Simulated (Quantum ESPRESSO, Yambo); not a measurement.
An input for Quantum ESPRESSO 7.5 (SrCl2 (1T monolayer)):

```
&control
  calculation = 'nscf'
  prefix = 'x'
  outdir = 'o'
  pseudo_dir = 'pseudo'
/
&system
  ibrav = 0
  nat = 3
  ntyp = 2
  ecutwfc = 56.0
  nbnd = 89
  force_symmorphic = .true.
/
&electrons
  conv_thr = 1e-9
  electron_maxstep = 80
  diago_full_acc = .true.
  diago_thr_init = 5e-6
/
ATOMIC_SPECIES
  Sr 87.62 Sr.upf
  Cl 35.45 Cl.upf
CELL_PARAMETERS angstrom
  4.4508881911 0.0000000002 0.0000000000
  -2.2254440957 3.8545822428 0.0000000000
  0.0000000000 0.0000000000 16.0000000000
ATOMIC_POSITIONS crystal
  Sr 0.0000000000 0.0000000000 0.5000000000
  Cl 0.3333333333 0.6666666667 0.5871160027
  Cl 0.6666666667 0.3333333333 0.4128839973
K_POINTS automatic
  6 6 1 0 0 0
```

```sh
OMP_NUM_THREADS=1 mpirun -n 4 pw.x -nk 4 -in pw.in > pw.out
```

Q: How long will it take on 4 MPI ranks of Arm Neoverse V1, shared host, and how much memory?

It took 32 s; on shared hardware allow 16 s to 65 s. Peak host memory was 0.72 GiB.

[Paths, hosts, dates, memory and timing lines, banners, echoed tables and standing remarks are left out of the program output.]

[Logs are printed without paths, hosts, clocks, repeated set-up lines and the standing remarks that a program may print on its own settings, such as how far it seeks lower states.]

[Runs of the session that timed out or met a known fault of the program may be left out.]

[Hosts, paths, dates, database ids (printed as entryN), source tags and the programs' standing remarks are cut or masked in the printed files.]
